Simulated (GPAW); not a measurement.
# Near-edge structure at the Te K edge of YTe (Fm-3m), part 3 of 3

Aim: the dependence of the Te K near-edge features of YTe (Fm-3m) on volume.

GPAW 26.7.0; X-ray absorption from dipole matrix elements to empty bands, plane-wave PAW LDA.

So far. Step 4 (Spectrum with XCH, Te atom 1): The energy difference (zero at 31877 eV) isn't read as a photon energy: for so heavy an absorber the terms left out (the hole's spin, the functional's error) amount to tens of eV or more. Step 6 (Spectrum with XCH, Te atom 1): This run also has another mesh (5×5×5 against 4×4×4), so the 4 % r.m.s. difference can't be laid on the changed setting alone. The highest intensity below 24 eV goes from 6.4 eV (1.17) to 7.0 eV (1.19).

The database entry behind the starting cell differs from later determinations by our own check (0.1 to 0.3 % short, probably kX units), so it need not match the best structure at ambient conditions.

## (8) Spectrum with XCH, Te atom 1

Shorter bonds are expected to push antibonding states and scattering resonances up, and longer ones down; the cell is scaled to test that.

Changed against the first core-hole run: volume scale from 1 to 1.06.

xas.py

```python
import numpy as np
from ase import Atoms
from ase.parallel import parprint, paropen
from gpaw import GPAW, PW, FermiDirac, Mixer, MixerDif, setup_paths
from gpaw.test import gen
setup_paths.insert(0, '.')
gen('Te', name='fch1s', xcname='LDA', corehole=(1, 0, 1), write_xml=True)
from gpaw.mpi import world
world.barrier()

atoms = Atoms('Te4Y4',
    cell=[[0, -6.19924596, 0],
     [-6.19924596, 0, 0],
     [0, 0, -6.19924596]],
    scaled_positions=[[0, 0, 0],
     [0.5, 0, 0.5],
     [0, 0.5, 0.5],
     [0.5, 0.5, 0],
     [0.5, 0.5, 0.5],
     [0, 0.5, 0],
     [0.5, 0, 0],
     [0, 0, 0.5]],
    pbc=True)
atoms.calc = calc = GPAW(legacy_gpaw=True, mode=PW(430), xc='LDA', setups={0: 'fch1s'},
    kpts={'size': (4, 4, 4), 'gamma': True}, occupations=FermiDirac(0.1),
    charge=-1, mixer=Mixer(0.1, 5, 50), maxiter=150,
    convergence={'density': 0.0001}, txt='scf.txt')
energy = atoms.get_potential_energy() + calc.get_reference_energy()
ef = calc.get_fermi_level()
out = dict(energy=energy, fermi=ef, forces=atoms.get_forces().tolist())
parprint(f'all-electron energy {energy:.4f} eV, Fermi level {ef:.4f} eV')
ev = np.array([[calc.get_eigenvalues(k, s) for k in range(len(calc.get_ibz_k_points()))] for s in range(calc.get_number_of_spins())])
out['homo'], out['lumo'], out['counts'] = ev[ev < ef].max(), ev[ev > ef].min(), sorted(set((ev < ef).sum((0, 2)).tolist()))
out['filled'] = (ev[:, 0] < ef).sum(1).tolist()

from ase.units import Ha
from gpaw.xas import dipole_matrix_elements
nb = int(calc.get_number_of_electrons() / 2) + 164
top, nb = nb, nb + 8 + nb // 12
nscf = calc.fixed_density(kpts={'size': (4, 4, 4), 'gamma': True}, nbands=nb,
    convergence={'bands': top, 'eigenstates': 1e-5}, maxiter=60, txt='nscf.txt')
cell = atoms.cell.array
ops = [cell.T @ U.T @ np.linalg.inv(cell.T) for U in nscf.wfs.kd.symmetry.op_scc]
E = np.arange(-6, 34, 0.1)
fwhm = np.interp(E, [4, 25], [9.89, 9.89])
Y, X, zero, highest = 0, 0, 1e9, 1e9
for spin in range(nscf.get_number_of_spins()):
    wfs = nscf.wfs
    A = dipole_matrix_elements(wfs.setups[0])
    eps = np.zeros((wfs.kd.nibzkpts, nb))
    d = np.zeros((3, A.shape[1], wfs.kd.nibzkpts, nb), complex)
    for kpt in wfs.kpt_u:
        if kpt.s == spin and 0 in kpt.P_ani:
            eps[kpt.k] = kpt.eps_n * Ha
            d[:, :, kpt.k] = (kpt.weight * wfs.nspins / 2) ** 0.5 * np.inner(A, kpt.P_ani[0])
    world.sum(eps)
    world.sum(d)
    T = np.einsum('amkn,bmkn->abkn', d, d.conj()).real
    T = sum(np.einsum('ai,ijkn,bj->abkn', R, T, R) for R in ops) / len(ops)
    empty = eps > ef
    zero, highest = min(zero, eps[empty].min()), min(highest, eps[:, top - 1].min())
    lines = [(eps, T, empty)] if spin == 0 else lines + [(eps, T, empty)]
for eps, T, empty in lines:
    f = np.einsum('aakn->akn', T).reshape(3, -1)
    x = eps.ravel() - zero
    w = np.interp(x, E, fwhm) / 2.35482
    g = np.exp(-0.5 * ((E[:, None] - x) / w) ** 2) / (w * (2 * np.pi) ** 0.5)
    Y = Y + (f * empty.ravel()) @ g.T
    X = X + (f * ~empty.ravel()) @ g.T
out.update(E=E.round(2).tolist(), xas=Y.tolist(), xes=X.tolist(), zero=zero, valid=highest - zero, nk=len(eps), nb=nb)
for i in range(0, len(E), 10):
    parprint(f'{E[i]:7.2f}', *(f'{v:10.3e}' for v in Y[:, i]))
import json
with paropen('out.json', 'w') as f:
    json.dump(out, f)
```

Launch:

```sh
> OMP_NUM_THREADS=1 mpirun -n 2 gpaw python xas.py
```

Numbers of over 12 decimals in the logs are rounded to 6 here.

Log:

```text
Input parameters:
  charge: -1
  convergence: {density: 0.0001}
  kpts: {gamma: True,
         size: (4, 4, 4)}
  maxiter: 150
  mixer: {backend: pulay,
          beta: 0.1,
          method: separate,
          nmaxold: 5,
          weight: 50}
  mode: {ecut: 430.0,
         name: pw}
  occupations: {fixmagmom: False,
                name: fermi-dirac,
                width: 0.1}
  setups: {0: fch1s}

Initialize ...

[...]
*p    :     0.428194
*d    :     0.000000
--------------------------------

Diagonalizing with gridspacing h=0.050

state   all-electron     PAW
-------------------------------
5s:      -0.963070    -0.968339
5p:      -0.571806    -0.574561
*d:                   -0.150635
*f:                   -0.022715
-------------------------------
all-electron energy -1074672.0049 eV, Fermi level 8.2571 eV
[...]
32.00  1.081e-08  1.081e-08  1.081e-08
  33.00  1.033e-08  1.033e-08  1.033e-08
[key lines of the parts left out:]
Converged after 22 iterations.
Dipole moment: (0.000000, 0.000000, 0.000000) |e|*Ang
Free energy:    -55.719735
Fermi level: 8.25705
```

It took 3.2 min on 2 MPI ranks of Arm Neoverse V1, shared host; peak memory 0.42 GiB.

```
E (eV)  first run  this run
  -2.0       0.37      0.39
  -1.0       0.49      0.51
   0.0       0.62      0.65
   1.0       0.75      0.78
   2.0       0.88      0.91
   3.0       0.99      1.01
   4.0       1.08      1.09
   5.0       1.14      1.14
   6.0       1.17      1.15
   7.0       1.16      1.14
   8.0       1.13      1.10
   9.0       1.09      1.06
  10.0       1.04      1.01
  11.0       0.99      0.96
  12.0       0.95      0.93
  13.0       0.93      0.92
  14.0       0.92      0.92
  15.0       0.93      0.94
  16.0       0.94      0.96
  17.0       0.97      0.99
  18.0       1.00      1.03
  19.0       1.03      1.06
  20.0       1.06      1.08
  21.0       1.08      1.09
  22.0       1.10      1.09
  23.0       1.10      1.08
  24.0       1.09      1.06
  25.0       1.07      1.04
  26.0       1.05      1.01
  27.0       1.02      0.99
  28.0       0.99      0.96
  29.0       0.97      0.94
  30.0       0.94      0.91
  31.0       0.91      0.88
```

Against the first run the r.m.s. difference is 2 %. The highest intensity below 24 eV goes from 6.4 eV (1.17) to 6.0 eV (1.15).

The photon energy of the zero moves by +0.01 eV.

## (9) Reference energy of the supercell

The cell changes for the next run, so it gets a reference energy of its own.

The cell differs from the one that the last finished run ended in (a 6.199 → 6.257 Å, b 6.199 → 6.257 Å, c 6.199 → 6.257 Å).

scf.py

```python
import numpy as np
from ase import Atoms
from ase.parallel import parprint, paropen
from gpaw import GPAW, PW, FermiDirac, Mixer, MixerDif, setup_paths
from gpaw.test import gen
setup_paths.insert(0, '.')
gen('Te', name='nch1s', xcname='LDA', corehole=(1, 0, 0), write_xml=True)
from gpaw.mpi import world
world.barrier()

atoms = Atoms('Te4Y4',
    cell=[[0, -6.2571862, 0],
     [-6.2571862, 0, 0],
     [0, 0, -6.2571862]],
    scaled_positions=[[0, 0, 0],
     [0.5, 0, 0.5],
     [0, 0.5, 0.5],
     [0.5, 0.5, 0],
     [0.5, 0.5, 0.5],
     [0, 0.5, 0],
     [0.5, 0, 0],
     [0, 0, 0.5]],
    pbc=True)
atoms.calc = calc = GPAW(legacy_gpaw=True, mode=PW(430), xc='LDA', setups={0: 'nch1s'},
    kpts={'size': (4, 4, 4), 'gamma': True}, occupations=FermiDirac(0.1),
    charge=0, mixer=Mixer(0.1, 5, 50), maxiter=150,
    convergence={'density': 0.0001}, txt='scf.txt')
energy = atoms.get_potential_energy() + calc.get_reference_energy()
ef = calc.get_fermi_level()
out = dict(energy=energy, fermi=ef, forces=atoms.get_forces().tolist())
parprint(f'all-electron energy {energy:.4f} eV, Fermi level {ef:.4f} eV')
ev = np.array([[calc.get_eigenvalues(k, s) for k in range(len(calc.get_ibz_k_points()))] for s in range(calc.get_number_of_spins())])
out['homo'], out['lumo'], out['counts'] = ev[ev < ef].max(), ev[ev > ef].min(), sorted(set((ev < ef).sum((0, 2)).tolist()))
out['filled'] = (ev[:, 0] < ef).sum(1).tolist()
import json
with paropen('out.json', 'w') as f:
    json.dump(out, f)
```

Launch:

```sh
> OMP_NUM_THREADS=1 mpirun -n 2 gpaw python scf.py
```

Log:

```text
Input parameters:
  convergence: {density: 0.0001}
  kpts: {gamma: True,
         size: (4, 4, 4)}
  maxiter: 150
  mixer: {backend: pulay,
          beta: 0.1,
          method: separate,
          nmaxold: 5,
          weight: 50}
  mode: {ecut: 430.0,
         name: pw}
  occupations: {fixmagmom: False,
                name: fermi-dirac,
                width: 0.1}
  setups: {0: nch1s}

Initialize ...

[...]
5s(2) :    -0.563619     1.261507
*s    :     0.436381
5p(4) :    -0.224650     1.044190
*p    :     0.775350
*d    :     0.000000
--------------------------------

Diagonalizing with gridspacing h=0.050

state   all-electron     PAW
-------------------------------
5s:      -0.563619    -0.566817
5p:      -0.224650    -0.225887
*d:                    0.033165
*f:                    0.071329
-------------------------------
all-electron energy -1106548.7858 eV, Fermi level 7.6804 eV
[key lines of the parts left out:]
Converged after 19 iterations.
Dipole moment: (0.000000, 0.000000, 0.000000) |e|*Ang
Free energy:    -47.324711
Fermi level: 7.68044
```

Wall time 35 s (2 MPI ranks); peak memory 0.25 GiB; 69 s of CPU time.

Reference energy: -1106548.786 eV with the cores included.

## (10) Spectrum with XCH, Te atom 1

Shorter bonds are expected to push antibonding states and scattering resonances up, and longer ones down; the cell is scaled to test that.

Changed against the first core-hole run: volume scale from 1 to 1.09.

xas.py: that of step 8 with these lines changed.

```diff
@@ -11,5 +11,5 @@
 atoms = Atoms('Te4Y4',
-    cell=[[0, -6.19924596, 0],
-     [-6.19924596, 0, 0],
-     [0, 0, -6.19924596]],
+    cell=[[0, -6.2571862, 0],
+     [-6.2571862, 0, 0],
+     [0, 0, -6.2571862]],
     scaled_positions=[[0, 0, 0],
@@ -37,3 +37,3 @@
 from gpaw.xas import dipole_matrix_elements
-nb = int(calc.get_number_of_electrons() / 2) + 164
+nb = int(calc.get_number_of_electrons() / 2) + 168
 top, nb = nb, nb + 8 + nb // 12
```

Launch:

```sh
> OMP_NUM_THREADS=1 mpirun -n 2 gpaw python xas.py
```

Log:

```text
Input parameters:
  charge: -1
  convergence: {density: 0.0001}
  kpts: {gamma: True,
         size: (4, 4, 4)}
  maxiter: 150
  mixer: {backend: pulay,
          beta: 0.1,
          method: separate,
          nmaxold: 5,
          weight: 50}
  mode: {ecut: 430.0,
         name: pw}
  occupations: {fixmagmom: False,
                name: fermi-dirac,
                width: 0.1}
  setups: {0: fch1s}

Initialize ...

[...]
*p    :     0.428194
*d    :     0.000000
--------------------------------

Diagonalizing with gridspacing h=0.050

state   all-electron     PAW
-------------------------------
5s:      -0.963070    -0.968339
5p:      -0.571806    -0.574561
*d:                   -0.150635
*f:                   -0.022715
-------------------------------
all-electron energy -1074671.7494 eV, Fermi level 7.9741 eV
[...]
32.00  1.069e-08  1.069e-08  1.069e-08
  33.00  1.022e-08  1.022e-08  1.022e-08
[key lines of the parts left out:]
Converged after 22 iterations.
Dipole moment: (0.000000, 0.000000, 0.000000) |e|*Ang
Free energy:    -55.469550
Fermi level: 7.97412
```

The job ended after 3.3 min (2 MPI ranks; peak memory 0.42 GiB).

```
E (eV)  first run  this run
  -2.0       0.37      0.40
  -1.0       0.49      0.53
   0.0       0.62      0.66
   1.0       0.75      0.79
   2.0       0.88      0.92
   3.0       0.99      1.02
   4.0       1.08      1.10
   5.0       1.14      1.14
   6.0       1.17      1.15
   7.0       1.16      1.13
   8.0       1.13      1.09
   9.0       1.09      1.04
  10.0       1.04      0.99
  11.0       0.99      0.95
  12.0       0.95      0.93
  13.0       0.93      0.92
  14.0       0.92      0.92
  15.0       0.93      0.94
  16.0       0.94      0.97
  17.0       0.97      1.00
  18.0       1.00      1.04
  19.0       1.03      1.06
  20.0       1.06      1.08
  21.0       1.08      1.09
  22.0       1.10      1.08
  23.0       1.10      1.07
  24.0       1.09      1.05
  25.0       1.07      1.02
  26.0       1.05      1.00
  27.0       1.02      0.97
  28.0       0.99      0.95
  29.0       0.97      0.92
  30.0       0.94      0.90
  31.0       0.91      0.87
```

The scaled spectrum changes by 3 % r.m.s. The highest intensity below 24 eV goes from 6.4 eV (1.17) to 5.8 eV (1.15).

The photon energy of the zero moves by +0.01 eV.

## (11) The volumes side by side

```
volume  nearest distance (Å)  shift of the zero (eV)  maximum 1 (eV above own zero)  maximum 2 (eV above own zero)
  0.91                 2.946                   -0.04                            7.0                           24.2
     1                 3.040                   +0.00                            6.4                           22.6
  1.06                 3.100                   +0.01                            6.0                           21.6
  1.09                 3.129                   +0.01                            5.8                           21.0
```

The curves, each shifted by its zero's change so that they share one photon-energy axis, counted from the zero at V × 1:

```
E (eV)  V × 0.91  V × 1  V × 1.06  V × 1.09
  -2.0      0.32   0.37      0.39      0.40
  -1.0      0.43   0.49      0.51      0.53
   0.0      0.55   0.62      0.64      0.66
   1.0      0.68   0.75      0.78      0.79
   2.0      0.82   0.88      0.90      0.92
   3.0      0.94   0.99      1.01      1.02
   4.0      1.05   1.08      1.09      1.10
   5.0      1.13   1.14      1.14      1.14
   6.0      1.17   1.17      1.15      1.15
   7.0      1.19   1.16      1.14      1.13
   8.0      1.18   1.13      1.10      1.09
   9.0      1.15   1.09      1.06      1.04
  10.0      1.10   1.04      1.01      0.99
  11.0      1.05   0.99      0.96      0.95
  12.0      1.00   0.95      0.93      0.93
  13.0      0.97   0.93      0.92      0.92
  14.0      0.95   0.92      0.92      0.92
  15.0      0.94   0.93      0.94      0.94
  16.0      0.94   0.94      0.96      0.97
  17.0      0.95   0.97      0.99      1.00
  18.0      0.97   1.00      1.03      1.04
  19.0      1.00   1.03      1.05      1.06
  20.0      1.03   1.06      1.08      1.08
  21.0      1.06   1.08      1.09      1.09
  22.0      1.09   1.10      1.09      1.08
  23.0      1.11   1.10      1.08      1.07
  24.0      1.12   1.09      1.06      1.05
  25.0      1.11   1.07      1.04      1.02
  26.0      1.10   1.05      1.01      1.00
  27.0      1.08   1.02      0.99      0.97
  28.0      1.06   0.99      0.96      0.95
  29.0      1.03   0.97      0.94      0.92
  30.0      1.00   0.94      0.91      0.90
  31.0      0.97   0.91      0.88      0.87
```

## (12) Summary of results

* absorber and edge: Te K, atom 1 of the ground-state input (counted from 1)
* surroundings: 6 Y at 3.04 Å (octahedral, site symmetry m-3m)
* highest intensity below 24 eV: 6.4 eV above the zero, height 1.17

In words: From V × 0.91 to V × 1.09 the nearest distance grows by 0.183 Å and the zero moves by +0.04 eV. Above their own zero, the maxima move from 7.0 to 5.8 eV and from 24.2 to 21.0 eV. The one highest in energy moves most, in the direction that the rule ΔE·R² ≈ constant for scattering resonances gives. The meshes differ between volumes, which adds to the changes. The Te K edge of atom 1, with 6 Y at 3.04 Å (octahedral, site symmetry m-3m), has its highest intensity of the first 24 eV at 6.4 eV above the zero, 1.2 times the mean level of the first 20 eV (Gaussian full width 9.89 eV). The script folds with a Gaussian, whereas the core hole's own line is a Lorentzian, so the onset is too steep and the first peak too high. The primitive cell holds an odd number of electrons, so a spin-paired run has to come out metallic; that is right for a metal, but some such compounds are magnetic or distorted insulators. The holes are only 6.1 Å apart, so the shape is probably not converged with cell size; no larger cell was run here. Lifetime broadening is put in by hand, and intensities beyond about 20 eV depend on it and on the partial waves. The structure is a published determination, not relaxed.

[Banner, clock and machine lines of the logs are left out without a mark of their own.]

[Logs are printed without paths, hosts, clocks, repeated set-up lines and the standing remarks that a program may print on its own settings, such as how far it seeks lower states.]

[Hosts, paths, dates, database ids (printed as entryN), source tags and the programs' standing remarks are cut or masked in the printed files.]

[Lists of maxima count a maximum above −3 eV only where it reaches 4 % of the highest in the window and stands out from its surroundings by 2 % of it (1.5 % where it reaches 55 %); shoulders and weaker maxima are passed over, and of the rest the first, up to two pre-edge ones and the few strongest are named.]
